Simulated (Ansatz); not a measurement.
# Relaxing glassy Ba4.1Hf30.6O65.3 (121 atoms), part 2 of 2

Wanted: the relaxed structure of glassy Ba4.1Hf30.6O65.3 (121 atoms) and its electronic structure.

Ansatz 0.2.0; Kohn-Sham DFT, r2SCAN, PAW (set soft_2), plane waves.

The cell: 5 Ba, 37 Hf and 79 O. The quench rate of 20 K/ps is many orders above laboratory rates. The starting topology of bonds comes from the classical model. Only the Γ point is sampled, in a cell whose shortest periodic width is 12 Å. The levels lack spin–orbit coupling.

So far, density (g/cm³): step 4 (distances and neighbours after relaxation) 8.96.

## Step 5: Single point at the relaxed geometry

One more single point at the end of the walk gives the fuller output and checks the residual forces.

Contents of input.yaml:

```yaml
crystal:
  lattice:
    - [11.72177, 0.14435, 0.0483]
    - [0.14435, 11.61447, 0.20594]
    - [0.0483, 0.20594, 11.65283]
  atoms:
    - { symbol: Ba, position: [0.84161, 0.82578, 0.66238] }
    - { symbol: Ba, position: [0.12916, 0.12213, 0.26473] }
    - { symbol: Ba, position: [0.19283, 0.52422, 0.90317] }
    - { symbol: Ba, position: [0.97734, 0.82367, 0.07018] }
    - { symbol: Ba, position: [0.29273, 0.07185, 0.64501] }
    - { symbol: Hf, position: [0.58849, 0.62975, 0.71553] }
    - { symbol: Hf, position: [0.59994, 0.88174, 0.50004] }
    - { symbol: Hf, position: [0.57723, 0.2953, 0.18032] }
    - { symbol: Hf, position: [0.13445, 0.83328, 0.77922] }
    - { symbol: Hf, position: [0.77504, 0.33078, 0.92528] }
    - { symbol: Hf, position: [0.30346, 0.3428, 0.14291] }
    - { symbol: Hf, position: [0.37122, 0.29234, 0.40498] }
    - { symbol: Hf, position: [0.51014, 0.49949, 0.9952] }
    - { symbol: Hf, position: [0.48621, 0.00662, 0.04036] }
    - { symbol: Hf, position: [0.66739, 0.80985, 0.92386] }
    - { symbol: Hf, position: [0.29694, 0.44492, 0.60577] }
    - { symbol: Hf, position: [0.06571, 0.56128, 0.17951] }
    - { symbol: Hf, position: [0.08905, 0.38428, 0.40378] }
    - { symbol: Hf, position: [0.77143, 0.09962, 0.11969] }
    - { symbol: Hf, position: [0.89066, 0.57342, 0.86479] }
    - { symbol: Hf, position: [0.32621, 0.73962, 0.58008] }
    - { symbol: Hf, position: [0.36851, 0.76892, 0.89491] }
    - { symbol: Hf, position: [0.05138, 0.28255, 0.75573] }
    - { symbol: Hf, position: [0.85632, 0.29664, 0.27709] }
    - { symbol: Hf, position: [0.54658, 0.73869, 0.21896] }
    - { symbol: Hf, position: [0.65337, 0.07531, 0.76397] }
    - { symbol: Hf, position: [0.37572, 0.25974, 0.86931] }
    - { symbol: Hf, position: [0.30389, 0.59851, 0.30858] }
    - { symbol: Hf, position: [0.85904, 0.9792, 0.34695] }
    - { symbol: Hf, position: [0.81097, 0.42288, 0.59335] }
    - { symbol: Hf, position: [0.94311, 0.1366, 0.55829] }
    - { symbol: Hf, position: [0.18025, 0.09773, 0.95617] }
    [... 83 atom lines left out ...]
    - { symbol: O, position: [0.23102, 0.50411, 0.14732] }
    - { symbol: O, position: [0.62778, 0.97148, 0.63663] }
    - { symbol: O, position: [0.21308, 0.60414, 0.61166] }
    - { symbol: O, position: [0.9864, 0.70773, 0.49874] }
    - { symbol: O, position: [0.9844, 0.89486, 0.83154] }
    - { symbol: O, position: [0.90539, 0.1227, 0.24353] }
kpoints:
  mp_grid: { grid: [1, 1, 1] }
hamiltonian:
  xc: r2scan
scf:
  occupations: { method: fixed }
output:
  forces: true
  stress: true
  populations: true
  dos:
    method: { smearing: { sigma: 0.1 } }
    de: 0.1
    projected: { site_lists: { Ba: [Ba], Hf: [Hf], O: [O] } }
  eigenvalues: true
  write_density: true
  write_potential: true
  volumetric_format: npy
```

On the command line:

```sh
$ ansatz run input.yaml --threads 4 --pin off --max-ram 8192MiB --backend cpu --events-out ev --progress --plain --runs-dir out
```

Numbers of over 12 decimals in the logs are rounded to 6 here.

Output:

```text
[...]
Crystal: 121 atoms, lattice volume = 1585.677 Å³
Basis set: ecut = 500 eV, 40261 PW (Γ), exchange–correlation on 360×360×360 points (64 copies of the dense FFT grid, shifted against one another)
Bands: 892, of which v1, the nominal top of the filled ones, is band 743 counted from 1 (742 counted from 0)
Symmetry: 1 space group operations
[...]
k-points: 1
[...]
SCF iter   1: F=—  HF=-657091.979211 eV  |F-HF|=—  |Δ(HF+E_count)|=         —  Δρ=1.10e-2  dr2=1.85e0  dr2_τ=7.79e0  ethr=1.77e-3  ⟨swp⟩=5.0  Hψ=2672  notcnv=0  defer=143
[...]
SCF iter  11: F=-657093.725722 eV  HF=-657093.725722 eV  |F-HF|=1.63e-9  |Δ(HF+E_count)|=   1.06e-7  Δρ=1.34e-6  dr2=3.93e-8  dr2_τ=2.45e-9  ethr=6.73e-12  ⟨swp⟩=16.0  Hψ=8452  notcnv=0
SCF 1 converged in 11 iterations: F = -657093.725722 eV  dr2 = 3.93e-8
[...]
SCF converged after 11 iterations
Free energy (F): -657093.725722 eV
[...]
Internal energy: -657093.725722 eV  (E = F + TS)
E sigma→0 (E₀):  -657093.725722 eV
Fermi energy:    12.087927 eV
[...]
--- Forces (eV/Å), atoms counted from 1 ---
  atom   1  Ba     0.00035407    -0.00255922    -0.00774570
  atom   2  Ba     0.00313254     0.00556618    -0.00144692
  atom   3  Ba    -0.00459003    -0.00417328     0.00295378
  atom   4  Ba     0.00906128    -0.00703921    -0.00738671
  atom   5  Ba     0.00092255     0.00088958    -0.00464948
  atom   6  Hf     0.01121787    -0.00974885    -0.00092718
  atom   7  Hf    -0.01257248    -0.00502697    -0.00385908
  atom   8  Hf     0.00252672    -0.00512357     0.00120009
  atom   9  Hf     0.00426722    -0.00252965     0.00334757
  atom  10  Hf     0.00537935     0.00678608     0.00808272
  atom  11  Hf    -0.00183374    -0.00890213     0.00792303
  atom  12  Hf    -0.00300291    -0.00195028    -0.00435990
  atom  13  Hf     0.00405970    -0.00490480    -0.00024153
  atom  14  Hf     0.00532440     0.01047919     0.00608303
[...]
atom 120  O     -0.00444627     0.00263041     0.00381675
  atom 121  O     -0.00362005    -0.00409222     0.00709391
  max |Σ_I F_I| component: 2.06e-5 eV/Å
--- Stress (GPa, compression-positive) ---
        0.015067      -0.004058       0.006197
       -0.004058       0.009706       0.000069
        0.006196       0.000071       0.013354
  P = ⅓ Tr σ = 0.0127 GPa (0.127 kbar)
--- Band table (eV) ---
[...]
--- Löwdin populations: 121 sites ---
  site symbol       q [e]
     0     Ba      8.1675
     1     Ba      8.1688
     2     Ba      8.1635
[...]
120      O      6.7803
  spilling = 0.003385 (of n_electrons = 1486.000000)
```

The job ended after 95 s (4 threads of Intel Xeon Platinum 8375C at 2.90GHz (Ice Lake), shared host; peak memory 5.9 GiB).

Read from the output:

```
free energy                                      : -657093.7257 eV
free energy per atom                             : -5430.5267 eV/atom
SCF cycles                                       : 11
pressure                                         : 0.01271 GPa
r.m.s. force component                           : 0.00466 eV/Å
longest force                                    : 0.01963 eV/Å
Fermi energy                                     : 12.09 eV
gap (highest filled to lowest empty level) : 4.218 eV
spilling of the projection                       : 0.003385
```

Löwdin charges by element and coordination (they lack the spilled electrons, 0.042 e an atom on average):

```tsv
element	coordination	atoms	mean charge (e)	spread	least	most
Ba	all	5	1.83	0.0055	1.82	1.84
Ba	7	1	1.83	0	1.83	1.83
Ba	8	2	1.83	0.0026	1.83	1.84
Ba	9	1	1.82	0	1.82	1.82
Ba	10	1	1.83	0	1.83	1.83
Hf	all	37	1.48	0.0503	1.37	1.58
Hf	5	2	1.41	0.0397	1.37	1.45
Hf	6	25	1.47	0.046	1.38	1.55
Hf	7	10	1.51	0.0427	1.46	1.58
O	all	79	-0.745	0.045	-0.875	-0.670
O	2	1	-0.670	0	-0.670	-0.670
O	3	43	-0.726	0.0341	-0.819	-0.673
O	4	34	-0.769	0.0429	-0.875	-0.695
O	5	1	-0.825	0	-0.825	-0.825
```

States in the cell by windows of 1 eV, zero at the Fermi level; the larger projections on atomic orbitals stand beside the total:

```tsv
from (eV)	to (eV)	total	O p	Hf d
-10	-9	7.8	0.0	0.0
-9	-6	0.0	0.0	0.0
-6	-5	15.9	11.1	3.4
-5	-4	85.6	60.9	19.5
-4	-3	98.8	75.2	18.2
-3	-2	99.9	83.2	11.4
-2	-1	115.4	103.7	7.0
-1	0	56.9	53.2	2.1
0	1	1.4	1.3	0.1
1	4	0.0	0.0	0.0
4	5	36.0	3.7	28.2
```

With fixed occupations the program's Fermi level is the highest filled level; weight inside the gap is the broadening of levels at its edges.

Between -26 and -10 eV lie 706 more states.

The stored curve holds about 1188 of the 1486 electrons; the rest, give or take the few that broadening carries across the Fermi level, lie in deeper levels below its range.

The levels nearest the highest filled one (over half full), pooled over k-points and spins:

```tsv
level less the highest filled one (eV)	occupation
-0.532	2
-0.530	2
-0.466	2
-0.390	2
-0.263	2
0	2
4.22	0
4.29	0
4.32	0
4.37	0
4.44	0
4.50	0
```

Valence density in the ac plane at fractional y = 0.111, with atoms of Ba and Hf and O within 0.2 Å of it. It is the smooth field of the valence electrons, not physical close to the nuclei.

Ten steps, logarithmic in the rise over the least value, from '0' (0 e/Å³) to '9' (23 e/Å³), each cell a mean:
```
111379985256753100000000111111001
333369974245642000000001332111112
443235541112211000000012444234433
332101110000000001111222333235532
110000000000000011125764211123211
000000000100000001147886211121100
012210012332100000025764112343100
135531123443210000001221012443211
245542134334310000001110001233333
423321123333200000000000000124787
521100001221100000000000011126898
310000000121100001111111244424676
100000001354310013322222366632222
000000012576420124543222356531000
000010002455310123432111122210000
012333211122110011110000000011100
123434320000000000000001100123421
123323421000000000000011101246652
123434320000000000000001111246652
001232210000000000111112566423321
000000000000000001355325899621000
000000000000000012576534899620000
000011210011111112355322455311000
000146652134532111121100111111000
```
Columns run along a (11.7 Å), rows up along c (11.7 Å). Atoms in or near the plane, at fractional coordinates: Ba at (0.13, 0.26), Hf at (0.77, 0.12), Hf at (0.18, 0.96), O at (0.32, 0.42), O at (0.36, 0.97), O at (0.59, 0.10), O at (0.91, 0.24).

Electrostatic potential energy in the ac plane at fractional y = 0.111, with atoms of Ba and Hf and O within 0.2 Å of it. With pseudopotentials it is smooth inside the atoms' cores, unlike the true potential.

Ten even steps from '0' (-27 eV) to '9' (18 eV), each cell a mean:
```
998510003740028888999999999999999
777610003762159999999999878887788
447853347899999999999998546754467
779988888999999999987667778753357
999999999999999999862113788865568
999999998888899999740001689988889
999999976446789999862113789768999
973379852012589999987667899547888
762269741001479999999999999877556
477899863113689999999999999973000
279999987667899999999999999862000
579999999989999999988778875674111
889999999745899998776557610177666
999999999200599985367667731389889
999888999623789997688778998899999
986444689999888999999999999999999
863000368999999999999999999987689
851000158999999999999999999950038
873101368999999999999998777851049
987545789999999999999986312577799
999888999999999999734773000168999
999999999999998888300473000168999
999877778999998778634786423589999
998741136884468878999998877899999
```
Columns run along a (11.7 Å; values clipped at the 3rd and 97th percentile), rows up along c (11.7 Å). Atoms in or near the plane, at fractional coordinates: Ba at (0.13, 0.26), Hf at (0.77, 0.12), Hf at (0.18, 0.96), O at (0.32, 0.42), O at (0.36, 0.97), O at (0.59, 0.10), O at (0.91, 0.24).

Mean Löwdin charges: Ba +1.83, Hf +1.48, O -0.74 e (they miss 0.34 % of the electrons, so they add up to more than the cell's charge). The largest share in the top eV of filled states is O p (95 % of the projected weight), and in the lowest eV of empty states Hf d (83 % of the projected weight).

Local excerpt of 8 atoms (numbers count through the whole input) about O107, which has 5 bonded neighbours where the commonest count for O is 3; x, y, z are measured from there.

```tsv
atom	x	y	z	distance (Å)	bonds	Löwdin charge (e)
O107	0.00	0.00	0.00	0.00	5	-0.82
Hf35	0.14	-1.08	-1.78	2.09	6	1.45
Hf20	-1.60	-1.14	1.07	2.24	6	1.51
Hf9	1.29	1.90	0.13	2.30	6	1.39
O87	-1.75	-1.47	-1.00	2.50	4	-0.70
O120	-0.46	2.60	0.75	2.75	4	-0.79
O44	2.00	0.94	1.70	2.79	4	-0.79
O118	2.17	-0.79	-1.86	2.96	3	-0.71
```

The column of bonds counts only the pairs O-Hf within 2.82 Å, O-Ba within 3.29 Å; other neighbours, such as metal atoms beside each other in a compound, aren't counted, and periodic images can show an atom twice.

## Step 6: Summary of results

```yaml
energy_change_in_the_relaxation: -67.31 meV/atom
r_m_s_displacement: 0.176 Å
largest_displacement: 0.415 Å
free_energy_per_atom: -5430.5267 eV/atom
pressure: 0.01271 GPa
r_m_s_force_component: 0.00466 eV/Å
spacing_of_highest_filled_and_lowest_empty_level: 4.218 eV
wall_time_of_the_3_dft_runs: 13 min
```

What this shows: Relaxation lowers the energy by 67.3 meV/atom and moves atoms by 0.18 Å r.m.s.; the r.m.s. force component goes from 0.68 to 0.0047 eV/Å. Displacements are taken in the final cell, so they leave out its strain. By the final cutoffs 4 of 266 bonded pairs parted and 10 joined. The cell shrank by 4.6 % in volume. First to last step the energy falls by 8.144 eV, across changes of basis; the largest move, 0.42 Å, is that of Ba3. The O-Ba bonds change most in mean length: from 2.889 Å (spread 0.203) to 2.821 Å (spread 0.205), and their number from 40 to 42. With the cutoffs above, 40 % of Ba atoms have 8, 68 % of Hf atoms have 6 and 54 % of O atoms have 3 bonded neighbours. Filled and empty levels are parted by 4.22 eV (at Γ alone); a semilocal functional tends to put such gaps too low. In a disordered cell it changes from sample to sample, and tail or defect levels can set it.

**Limits.** The network of bonds at the start is that of the classical potential that made the cell; in DFT 4 of its 266 bonded pairs passed out of the cutoffs and 10 came within them.

Calculation beside experiment:

```tsv
quantity	measured	this cell	difference	method of the measurement
nearest Hf–O distance	2.08 Å	2.09 Å	+0.5 %	EXAFS fit
```

The cell differs from the measured distances by up to 0.5 %. Distances of this cell are positions of the first main peak of g(r), or bond means where the peak is narrow; means over all bonds within a cutoff lie farther out for broad shells. The network comes from the model that made the cell; in DFT 4 of its 266 bonded pairs passed out of the cutoffs and 10 came within them.

[Logs are printed without paths, hosts, clocks, repeated set-up lines and the standing remarks that a program may print on its own settings, such as how far it seeks lower states.]

[Hosts, paths, dates, database ids (printed as entryN), source tags and the programs' standing remarks are cut or masked in the printed files.]
